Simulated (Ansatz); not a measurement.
# Nb2COS MXene monolayer in a perpendicular field

Wanted: the out-of-plane response of the Nb2COS MXene monolayer. A positive field points along +c.

Main program and level: Ansatz 0.2.0; plane-wave DFT, PBE-D3(BJ), Ansatz PAW.

Most raw output is cut from this account.

## 1. The structure

The cell holds 5 atoms: 1 S, 2 Nb, 1 C and 1 O. Its edges and angles: a = 3.151 Å, b = 3.151 Å, c = 41.759 Å, α = 90.0°, β = 90.0°, γ = 120.0°. Vacuum lies along c.

## 2. Relaxing the slab

The starting cell is a guess, so the in-plane lattice and the atoms are relaxed first, with the slab cut off from its images along the normal.

The input, input.yaml:

```yaml
crystal:
  lattice:
    - [3.150576, 0.0, 0.0]
    - [-1.575288, 2.7284788526, 0.0]
    - [0.0, 0.0, 41.758695257]
  atoms:
    - { symbol: S, position: [0.3333333333, 0.6666666667, 0.435837372] }
    - { symbol: Nb, position: [0.6666666667, 0.3333333333, 0.4778095303] }
    - { symbol: C, position: [0.0, 0.0, 0.5075789793] }
    - { symbol: Nb, position: [0.3333333333, 0.6666666667, 0.5373484284] }
    - { symbol: O, position: [0.6666666667, 0.3333333333, 0.564162628] }
  periodic: [true, true, false]
kpoints:
  mp_grid: { grid: [12, 12, 1] }
hamiltonian:
  xc: pbe
  dispersion: d3bj
scf:
  occupations: { method: fermi_dirac, width: 0.05 }
  convergence: { dr2_threshold: 1.0e-09 }
relax:
  f_tol: 0.004
  max_steps: 90
  cell: {}
output:
  write_potential: true
  write_density: true
  volumetric_format: npy
```

Command:

```bash
> ansatz run input.yaml --threads 2 --pin off --max-ram 3072MiB --backend cpu --events-out ev --progress --plain --runs-dir out
```

Wall time 49 s (2 threads of Intel Xeon Platinum 8375C at 2.90GHz (Ice Lake), shared host); peak memory 0.69 GiB; 96 s of CPU time.

The steps of the relaxation:

```csv
step,energy less that of the first step (eV),largest force component (eV/Å),volume (Å³)
1,0.0000,0.9302,358.97
2,0.0100,0.6459,372.20
3,-0.0197,1.3551,360.66
4,-0.0729,0.0800,364.50
5,-0.0733,0.0249,363.96
6,-0.0733,0.0011,364.20
7*,-0.0751,0.0010,364.20
```

Relaxation steps marked * repeat the geometry before them on a plane-wave basis chosen anew for their cell, so energy and pressure can jump there. Relaxation step 2 was tried and not accepted.

Forces are held to the 6 operations that the run works with; a distortion that breaks them can't arise in this run.

```csv
cell as run,before,after,change
a (Å),3.151,3.173,+0.7 %
b (Å),3.151,3.173,+0.7 %
```

The atoms that moved most (Å, along periodic axes as changes of fractional coordinates times the final cell, across vacuum about the mean position):

```csv
atom,dx,dy,dz,length
S1,0.000,0.000,0.095,0.095
O5,0.000,0.000,-0.086,0.086
Nb4,0.000,0.000,-0.015,0.015
Nb2,0.000,0.000,0.009,0.009
```

Final coordinates:

```xyz
5
Lattice="3.1735 0.0000 0.0000 -1.5867 2.7483 0.0000 0.0000 0.0000 41.7587" Properties=species:S:1:pos:R:3
S     0.0000    1.8322   18.2948
Nb    1.5867    0.9161   19.9620
C     0.0000    0.0000   21.1926
Nb    0.0000    1.8322   22.4240
O     1.5867    0.9161   23.4728
```

This step gave:

| Quantity | Value |
| --- | --- |
| energy at zero smearing | -10830.3869 eV |

The lattice constant a goes from 3.151 to 3.173 Å.

## 3. Atoms held, field 0

A sawtooth potential applies the field, turning back in the middle of the vacuum. With the dipole correction the typed value is the field outside the slab. The induced dipole is small, so the SCF threshold is tight.

The cell differs from the one that the last finished run ended in (c 41.759 → 23.178 Å).

The input, input.yaml:

```yaml
crystal:
  lattice:
    - [3.173453693, 0.0, 0.0]
    - [-1.5867268465, 2.7482915159, 0.0]
    - [0.0, 0.0, 23.1780725033]
  atoms:
    - { symbol: S, position: [0.3333333333, 0.6666666667, 0.3882980346] }
    - { symbol: Nb, position: [0.6666666667, 0.3333333333, 0.4602279084] }
    - { symbol: C, position: [0.0, 0.0, 0.5133245807] }
    - { symbol: Nb, position: [0.3333333333, 0.6666666667, 0.5664503865] }
    - { symbol: O, position: [0.6666666667, 0.3333333333, 0.6117019654] }
kpoints:
  mp_grid: { grid: [18, 18, 1] }
  band_path:
    path: [[0, 0, 0], [0.5, 0, 0], [0.33333333, 0.33333333, 0], [0, 0, 0]]
    npoints: 16
hamiltonian:
  xc: pbe
  dispersion: d3bj
scf:
  occupations: { method: fermi_dirac, width: 0.02585 }
  convergence: { dr2_threshold: 1.0e-10 }
efield:
  axis: 3
  dipole_correction: true
  ramp_position: 0.97
  ramp_width: 0.06
  amplitude: 0
output:
  dos: { projected: true, e_range: [-6, 5] }
  write_potential: true
  write_density: true
  volumetric_format: npy
  elf: true
```

Wall time 11 s (2 threads); peak memory 0.61 GiB.

This step gave:

* energy at zero smearing: -10830.3928 eV
* work function, upper face: 5.642 eV
* work function, lower face: 5.489 eV
* dipole along the normal: -0.007380 e·Å
* step between the vacuum levels: 0.1531 eV

Running mean over a fixed 2.8 Å (it still follows the layers) of the planar mean; the ramp of the sawtooth is left out. The electron's electrostatic potential energy less the Fermi level by z:

```csv
z (Å),electron's electrostatic potential energy less the Fermi level (eV)
3.0,5.49
3.5,5.49
4.0,5.49
4.5,5.49
5.0,5.49
5.5,5.48
6.0,5.46
6.5,5.33
7.0,4.66
7.5,2.73
8.0,0.316
8.5,-1.80
9.0,-4.85
9.5,-9.06
10.0,-11.4
10.5,-11.8
11.0,-12.2
11.5,-13.4
12.0,-14.0
12.5,-13.4
13.0,-13.0
13.5,-11.2
14.0,-8.47
14.5,-4.22
15.0,0.117
15.5,3.23
16.0,5.08
16.5,5.56
17.0,5.63
17.5,5.64
18.0,5.64
18.5,5.64
19.0,5.64
19.5,5.64
20.0,5.64
```

The density of states has structure finer than the step of the table below, so its rows give means over 0.2 eV, whole bins alone (the curve runs from -6 to 1.99 eV). Peaks (eV: height): -5.86: 10.6, -5.70: 26.1, -4.48: 9.87, -3.77: 9.75, -3.52: 10.9, -2.42: 11.3, 1.66: 8.43.

The density of states by energy, zero at the Fermi level; means over each step:

energy (eV), density of states (states/eV a cell) and a bar from the least value:
```
     -5.8        5.2 ####################
     -5.6        7.5 ##############################
     -5.4        3.2 ###########
     -5.2        4.7 ##################
     -5.0        3.0 ##########
     -4.8        5.8 #######################
     -4.6        4.5 #################
     -4.4        5.8 #######################
     -4.2        4.0 ##############
     -4.0        3.3 ###########
     -3.8        6.6 ##########################
     -3.6        5.9 #######################
     -3.4        3.1 ##########
     -3.2        1.3 ##
     -3.0        1.5 ###
     -2.8        1.8 #####
     -2.6        2.7 #########
     -2.4        3.9 ##############
     -2.2        2.3 #######
     -2.0        2.0 #####
     -1.8        1.9 #####
     -1.6        1.5 ###
     -1.4        1.7 ####
     -1.2        1.5 ###
     -1.0        1.5 ###
     -0.8        1.7 ####
     -0.6        1.8 #####
     -0.4        1.2 ##
     -0.2        0.8 
      0.0        1.5 ###
      0.2        1.9 #####
      0.4        1.4 ###
      0.6        1.3 ##
      0.8        1.6 ####
      1.0        1.5 ###
      1.2        3.1 ###########
      1.4        3.6 #############
      1.6        5.1 ###################
      1.8        3.4 ############
```

Projected DOS per atom over height of the atomic layer and energy from the Fermi level. Layers: S Nb C Nb O from below.

Ten even steps from '_' (0.10 states/eV) to '@' (2.02 states/eV), each cell a mean:
```
__==__%%__
__**__@@__
__--__==__
__..__::__
__..__::__
....__::__
______..__
..::__::__
....__..__
::..______
--::______
++..______
%%..::__..
--______..
::....__..
++##++::##
::----::**
++====::++
======--++
::::::--++
__..--++**
....::++%%
```
Columns: height of the atomic layer (Å) from 9 to 14.2 (not evenly spaced); rows upwards: energy from the Fermi level (eV) from -5.96 to 1.96.

Electronic bands along the path, in eV, zero at the Fermi level:

```csv
point,band 18,band 19,band 20,band 21,band 22,band 23,band 24,band 25
Γ,-2.28,-0.74,-0.74,-0.39,-0.39,-0.14,1.31,1.31
halfway,-3.50,-2.21,-1.62,-1.37,0.75,1.19,1.53,2.46
M,-3.63,-2.40,-1.78,-1.49,1.17,1.98,2.44,2.84
halfway,-3.75,-3.20,-2.61,-0.53,1.42,1.50,2.46,2.83
K,-3.98,-3.53,-3.31,0.54,0.77,1.44,2.10,2.54
halfway,-3.34,-2.81,-2.07,-0.42,-0.07,1.72,2.15,2.28
Γ,-2.28,-0.74,-0.74,-0.39,-0.39,-0.14,1.31,1.31
```

Valence density in the ca plane at fractional y = 0.333, with atoms of Nb and O within 0.2 Å of it. It is the smooth field of the valence electrons, not physical close to the nuclei.

Ten steps, logarithmic in the rise over the least value, from '0' (0.0 e/Å³) to '9' (6.9 e/Å³), each cell a mean:
```
00000000000000000123334676543333455421000000
00000000000000000012236898743223589742000000
00000000000000000011236999843224699852000000
00000000000000000112236898743223588741000000
00000000000000000123334566443333455421000000
00000000000000001234443333444445432210000000
00000000000000001234443333444455432100000000
00000000000000001234443333444444433210000000
```
Columns run along c (16.0 Å, from fractional 0.08 to 0.77 of the cell), rows up along a (3.2 Å). Atoms in or near the plane, at fractional coordinates: Nb at (0.46, 0.67), O at (0.61, 0.67).

Electrostatic potential energy in the ca plane at fractional y = 0.333, with atoms of Nb and O within 0.2 Å of it. With pseudopotentials it is smooth inside the atoms' cores, unlike the true potential.

Ten even steps from '0' (-49 eV) to '9' (7 eV), each cell a mean:
```
99999999999999999999987423688888877999999999
99999999999999999999984000278888721499999999
99999999999999999999972000168998600289999999
99999999999999999999984000278888732599999999
99999999999999999999887534688877788999999999
99999999999999999988788878888765688999999999
99999999999999999987788888888754578999999999
99999999999999999998888877888766688999999999
```
Columns run along c (16.0 Å, from fractional 0.08 to 0.77 of the cell; values clipped at the 3rd and 97th percentile), rows up along a (3.2 Å). Atoms in or near the plane, at fractional coordinates: Nb at (0.46, 0.67), O at (0.61, 0.67).

ELF in the ca plane at fractional y = 0.333, with atoms of Nb and O within 0.2 Å of it. It is the smooth field of the valence electrons, not physical close to the nuclei.

Ten even steps from '0' (0.00) to '9' (0.82), each cell a mean:
```
00000000000000001346642576334311379863100000
00000000000000000012215878722213898996200000
00000000000000000001116836831214875997310000
00000000000000000012325888622213799996200000
00000000000000002356752465235311368863100000
00000000000000024789985222476323212210000000
00000000000000136899986324687334310000000000
00000000000000014789984222466322223320000000
```
Columns run along c (16.0 Å, from fractional 0.08 to 0.77 of the cell), rows up along a (3.2 Å). Atoms in or near the plane, at fractional coordinates: Nb at (0.46, 0.67), O at (0.61, 0.67).

The work function of the upper face is 5.64 eV.

## 4. Atoms held, field 0.1 V/Å

Changes to input.yaml since step 3:

```diff
@@ -27,5 +27,4 @@
   ramp_width: 0.06
-  amplitude: 0
+  amplitude: 0.1
 output:
-  dos: { projected: true, e_range: [-6, 5] }
   write_potential: true
@@ -33,2 +32 @@
   volumetric_format: npy
-  elf: true
```

Run time: 14 s. Hardware: 2 threads; peak memory 0.58 GiB.

The dipole is 0.0246 e·Å, 0.0320 e·Å from its value without field.

## 5. Single point, field -0.1 V/Å

Changes to input.yaml since step 4:

```diff
@@ -27,3 +27,3 @@
   ramp_width: 0.06
-  amplitude: 0.1
+  amplitude: -0.1
 output:
```

Run time: 13 s. Hardware: 2 threads; peak memory 0.58 GiB.

The dipole is -0.0394 e·Å, -0.0320 e·Å from its value without field.

## 6. Response, atoms held

This step: plane-wave DFT, PBE-D3(BJ), Ansatz PAW; response to a field along the normal, atoms held (Ansatz 0.2.0).

The dipoles give the slope, and the difference of two potentials shows where the field is screened.

This step gave:

| Item | Value |
| --- | --- |
| equivalent conductor thickness p/(ε₀AE) | 6.642 Å |
| distance between the outer atoms | 5.178 Å |

Table of dipole of the cell by applied field:

```csv
applied field (V/Å),dipole of the cell (e·Å)
-0.1000,-0.0394
0.0000,-0.00738
0.1000,0.0246
```

Local field over the applied field, running mean. From the potentials at -0.1 and 0.1 V/Å; running mean over 2.5 Å. Table of local field over applied field by z:

```csv
z (Å),local field over applied field
4.5,0.999
5.0,0.997
5.5,0.991
6.0,0.974
6.5,0.928
7.0,0.828
7.5,0.672
8.0,0.495
8.5,0.315
9.0,0.164
9.5,0.0747
10.0,0.0376
10.5,0.0236
11.0,0.0215
11.5,0.0247
12.0,0.0256
12.5,0.0335
13.0,0.0671
13.5,0.139
14.0,0.264
14.5,0.428
15.0,0.606
15.5,0.768
16.0,0.894
16.5,0.963
17.0,0.989
17.5,0.997
18.0,0.999
18.5,1.000
19.0,1.000
```

Electrons, planar mean, per unit field. Table of induced electron density by z:

z (Å), induced electron density (e/Å³ per V/Å) and a bar from the least value:
```
     4.06    0.00000 ##############
     4.49    0.00000 ##############
     4.93    0.00001 ##############
     5.22    0.00002 ##############
     5.65    0.00005 ##############
     6.08    0.00014 ###############
     6.52    0.00035 ################
     6.95    0.00086 ##################
     7.24    0.00149 ####################
     7.68    0.00291 ##########################
     8.11    0.00376 ##############################
     8.55    0.00202 #######################
     8.98    0.00085 ##################
     9.42    0.00072 #################
     9.71   -0.00005 ##############
    10.14   -0.00060 ############
    10.57    0.00028 ###############
    11.01    0.00009 ###############
    11.44    0.00029 ###############
    11.73    0.00018 ###############
    12.17   -0.00033 #############
    12.60   -0.00039 #############
    13.04   -0.00001 ##############
    13.47   -0.00026 #############
    13.76   -0.00144 ########
    14.20   -0.00156 ########
    14.63   -0.00340 
    15.07   -0.00309 #
    15.50   -0.00149 ########
    15.93   -0.00059 ############
    16.22   -0.00030 #############
    16.66   -0.00010 ##############
    17.09   -0.00003 ##############
    17.53   -0.00001 ##############
    17.96    0.00000 ##############
    18.25    0.00000 ##############
    18.69    0.00000 ##############
    19.12    0.00000 ##############
```

By hand: between -0.1 and 0.1 V/Å the dipole changes by 0.06403 e·Å, a slope of 0.3201 e·Å²/V. A perfect conductor of thickness t has p = ε₀AEt, so t = 180.95 × 0.3201 / 8.722 = 6.64 Å (e/ε₀ = 180.95 V·Å, A in Å²).

The induced dipole is that of a conductor 6.64 Å thick.

## 7. What came out

| Property | Result |
| --- | --- |
| gap without field | none |
| work function, upper face | 5.64 eV |
| step between the vacuum levels | 0.153 eV |
| equivalent conductor thickness, atoms held | 6.64 Å |

In words: The induced dipole equals that of a perfect conductor 6.64 Å thick, while the outer atoms lie 5.18 Å apart. The two faces differ: the vacuum level above lies 0.15 eV higher than the one below. There is no gap over 0.03 eV, with or without the field. The main runs have no spin polarisation; a magnetic state could lie lower and would change these results. Spin-orbit coupling is left out. The MXene's terminations sit over the metal atoms of its far layer; the site over carbon or nitrogen, which some compounds prefer, was not run.

[Logs are printed without paths, hosts, clocks, repeated set-up lines and the standing remarks that a program may print on its own settings, such as how far it seeks lower states.]

[Hosts, paths, dates, database ids (printed as entryN), source tags and the programs' standing remarks are cut or masked in the printed files.]

[Maps of the electrostatic potential energy from Ansatz leave out the sawtooth potential of an applied field or a dipole correction, so their vacuum need not be flat; planar profiles and work functions include it.]
